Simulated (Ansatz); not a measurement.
# How fast states decay through Mg4CdTe4S, part 3 of 3

Wanted: the relaxed cell of Mg4CdTe4S, its band edges and its decay constants. It is built by putting Mg for Zn, Te for Se in the Zn4CdSe4S structure of space group Imm2, with the volume rescaled by atomic radii. The parent structure comes from the Materials Project.

Ansatz 0.2.0; PBE DFT, plane waves, PAW files (the session's first sound run).

So far, gap on the k-mesh (eV): step 3 (band edges, PBE) 1.60; step 6 (PBEsol) 1.49.

The structure was built from a prototype and need not be the compound's stable phase.

## 7. Complex bands at another level

This step: PBEsol DFT, plane waves, PAW files; complex bands by layer matching along the plane's normal (Ansatz 0.2.0).

The complex bands at that level, over its own gap, at (0, 0) and (0.5, 0).

Input file input.yaml:

```yaml
crystal:
  lattice:
    - [6.34687764, 0.0, 0.0]
    - [0.0, 4.514353974, 0.0]
    - [3.17343882, 2.257176987, 11.300412766]
  atoms:
    - { symbol: Mg, position: [0.5742862187, 0.5887377629, 0.8225244742] }
    - { symbol: Mg, position: [0.1933700476, 0.2006872543, 0.5986254914] }
    - { symbol: Mg, position: [0.791995539, 0.7993127457, 0.4013745086] }
    - { symbol: Mg, position: [0.3968106929, 0.4112622371, 0.1774755258] }
    - { symbol: Cd, position: [0.0350611121, 0.0, 0.0] }
    - { symbol: Te, position: [0.8450108701, 0.0970938606, 0.8058122788] }
    - { symbol: Te, position: [0.4472835179, 0.6953059471, 0.6093881058] }
    - { symbol: Te, position: [0.0566716238, 0.3046940529, 0.3906118942] }
    - { symbol: Te, position: [0.6508231489, 0.9029061394, 0.1941877212] }
    - { symbol: S, position: [0.2586852291, 0.5, 0.0] }
kpoints:
  mp_grid: { grid: [6, 6, 6] }
scf:
  occupations: { method: fixed }
hamiltonian:
  xc: pbesol
output:
  eigenvalues: true
  transmission:
    leads: [[0, 0]]
    kpoints: [[0.0, 0.0], [0.5, 0.0]]
    e_range: [-1.0, 2.49]
    de: 0.09
```

On the command line:

```
> ansatz run input.yaml --threads 2 --pin off --max-ram 4096MiB --backend cpu --events-out ev --progress --plain --runs-dir out
```

Numbers of over 12 decimals in the logs are rounded to 6 here.

The program printed:

```text
[...]
Crystal: 10 atoms, lattice volume = 323.780 Å³
Basis set: ecut = 420 eV, 6293 PW (Γ)
Bands: 78, of which v1, the nominal top of the filled ones, is band 65 counted from 1 (64 counted from 0)
Symmetry: 4 space group operations
[...]
k-points: 46 of 216 (time reversal used)
[...]
SCF iter   1: F=—  HF=-44331.202879 eV  |F-HF|=—  |Δ(HF+E_count)|=         —  Δρ=3.14e-3  dr2=5.51e-2  ethr=1.77e-3  ⟨swp⟩=5.4  Hψ=11126  notcnv=0  defer=470
[...]
SCF iter   7: F=-44331.188325 eV  HF=-44331.188325 eV  |F-HF|=9.83e-8  |Δ(HF+E_count)|=   4.45e-7  Δρ=4.83e-6  dr2=8.06e-8  ethr=7.69e-11  ⟨swp⟩=13.0  Hψ=19357  notcnv=0
SCF 1 converged in 7 iterations: F = -44331.188325 eV  dr2 = 8.06e-8
[...]
transmission: 18 of 36 steps passed
transmission: 36 of 36 steps passed
SCF converged after 7 iterations
Free energy (F): -44331.188325 eV
[...]
Internal energy: -44331.188325 eV  (E = F + TS)
E sigma→0 (E₀):  -44331.188325 eV
Fermi energy:    4.609712 eV
[...]
--- Band table (eV; the first three rows and the last of 46) ---
  k-point 0: bands = [... 61 lower, 4.3938, 4.4219, 4.4225, 4.5933, 6.1021, 7.6822, 7.8250, 8.5006, ... 9 higher]
  k-point 1: bands = [... 61 lower, 4.2236, 4.3961, 4.4261, 4.5975, 6.2506, 7.5608, 7.9499, 8.3427, ... 9 higher]
  k-point 2: bands = [... 61 lower, 3.9888, 4.3225, 4.4329, 4.6057, 6.5203, 7.4335, 7.8844, 8.2269, ... 9 higher]
  k-point 45: bands = [... 61 lower, 3.6066, 3.9534, 4.0009, 4.0358, 7.5471, 7.9953, 8.6743, 9.0100, ... 9 higher]
--- Transmission ---
  basis      : 247 plane waves across, 18 finite elements along
  points     : 2, as listed
[...]
channels       : 0.000000e0 a spin
[...]
slowest decay  : 0.1364 /Å at (0.0000, 0.0000)
```

Run time: 3.7 min. Hardware: 2 threads of Arm Neoverse N1, shared host; peak memory 1.2 GiB; 6.7 min of CPU time.

This step gave:

```yaml
level_to_which_the_leads_are_filled: 0.7462 eV from the Fermi level
decay_constant_at_the_filling_level_zone_centre: 0.1364 Å⁻¹
decay_constant_at_the_filling_level_slowest_listed_point: 0.1364 Å⁻¹
```

K parallel (0, 0); values up to 1.5 1/Å, a degenerate pair printed once or twice; energies at which all values exceed this have no row. The Im kz of the slowest decaying states by energy, zero at the highest filled level on the SCF mesh:

```csv
energy (eV),decay 1 (Å⁻¹),decay 2 (Å⁻¹),decay 3 (Å⁻¹),decay 4 (Å⁻¹)
-1.00,0.0200,0.169,0.908,1.04
-0.82,0.00554,0.120,0.192,0.863
-0.64,0.00182,0.209,0.811,0.981
-0.46,0.0748,0.148,0.222,0.745
-0.28,0.198,0.232,0.645,0.918
-0.10,0.0696,0.160,0.241,0.290
-0.01,0.0895,0.228,0.245,0.576
0.17,0.114,0.250,0.325,0.380
0.35,0.128,0.253,0.412,0.550
0.53,0.135,0.254,0.527,0.583
0.71,0.136,0.253,0.600,0.605
0.89,0.132,0.250,0.603,0.621
1.07,0.120,0.246,0.540,0.632
1.25,0.0988,0.240,0.514,0.640
1.43,0.0543,0.232,0.500,0.645
1.52,0.227,0.496,0.647,0.666
1.70,0.215,0.488,0.620,0.648
1.88,0.200,0.481,0.576,0.648
2.06,0.0380,0.179,0.473,0.532
2.24,0.130,0.456,0.493,0.644
2.42,0.129,0.413,0.475,0.634
```

K parallel (0.5, 0); values up to 1.5 1/Å, a degenerate pair printed once or twice; energies at which all values exceed this have no row. Im kz of the slowest decaying states against energy, zero at the highest filled level on the SCF mesh:

```csv
energy (eV),decay 1 (Å⁻¹),decay 2 (Å⁻¹),decay 3 (Å⁻¹),decay 4 (Å⁻¹)
-1.00,0.381,0.475,1.26,-
-0.82,0.0373,0.0373,0.360,0.384
-0.73,0.307,0.346,1.23,-
-0.55,0.0561,0.0833,0.300,1.21
-0.46,0.0987,0.0987,0.159,0.251
-0.28,0.248,0.277,0.332,1.17
-0.19,0.275,0.290,0.389,1.16
-0.01,0.300,0.317,0.458,1.14
0.08,0.302,0.333,0.482,1.13
0.26,0.305,0.355,0.517,1.10
0.35,0.306,0.363,0.531,1.09
0.53,0.308,0.373,0.552,1.07
0.62,0.308,0.376,0.560,1.06
0.80,0.308,0.378,0.573,1.03
0.89,0.307,0.377,0.578,1.02
1.07,0.305,0.373,0.585,0.992
1.16,0.304,0.369,0.588,0.979
1.34,0.300,0.359,0.591,0.953
1.43,0.298,0.352,0.592,0.939
1.61,0.293,0.335,0.592,0.911
1.70,0.289,0.324,0.592,0.896
1.88,0.282,0.295,0.589,0.867
1.97,0.275,0.277,0.587,0.851
2.15,0.183,0.266,0.582,0.820
2.24,0.205,0.257,0.579,0.803
2.42,0.249,0.572,0.769,1.39
```

At the listed wavevectors the last open channel is at -0.01 eV and the next at +1.52 eV on the grid. At +0.71 eV, the grid energy nearest the filling level (the middle of the gap on the SCF mesh), the slowest state at the listed wavevectors decays with κ = 0.136 Å⁻¹, its amplitude falling by e over 7.3 Å; the first such run, plane (010), gave 0.144 Å⁻¹.

## 8. Outcome

```json
{
  "band gap": "1.60 eV",
  "least decay constant at mid-gap, normal to (010)": "0.144 Å⁻¹",
  "least decay constant on a mesh, normal to (010)": "0.144 Å⁻¹",
  "least decay constant, PBEsol": "0.136 Å⁻¹"
}
```

With PBE, the slowest decay at the wavevectors tried is κ = 0.144 Å⁻¹, normal to (010). Through such a film the transmission near mid-gap falls as exp(−2κd), a factor of ten every 8.0 Å. A free electron under a barrier of half the gap would need a mass of 0.098 mₑ to decay at this rate. With PBEsol the gap goes from 1.60 to 1.49 eV and the decay constant, over the first 2 listed wavevectors, from 0.144 to 0.136 Å⁻¹. The compound is made up by substitution; its stability against other phases and against distortions of the cell's symmetry was not tested. A semilocal functional narrows gaps, while spin-orbit coupling, left out here, narrows them in compounds of heavy elements, so the error in κ can go either way.

[Logs are printed without paths, hosts, clocks, repeated set-up lines and the standing remarks that a program may print on its own settings, such as how far it seeks lower states.]

[Hosts, paths, dates, database ids (printed as entryN), source tags and the programs' standing remarks are cut or masked in the printed files.]
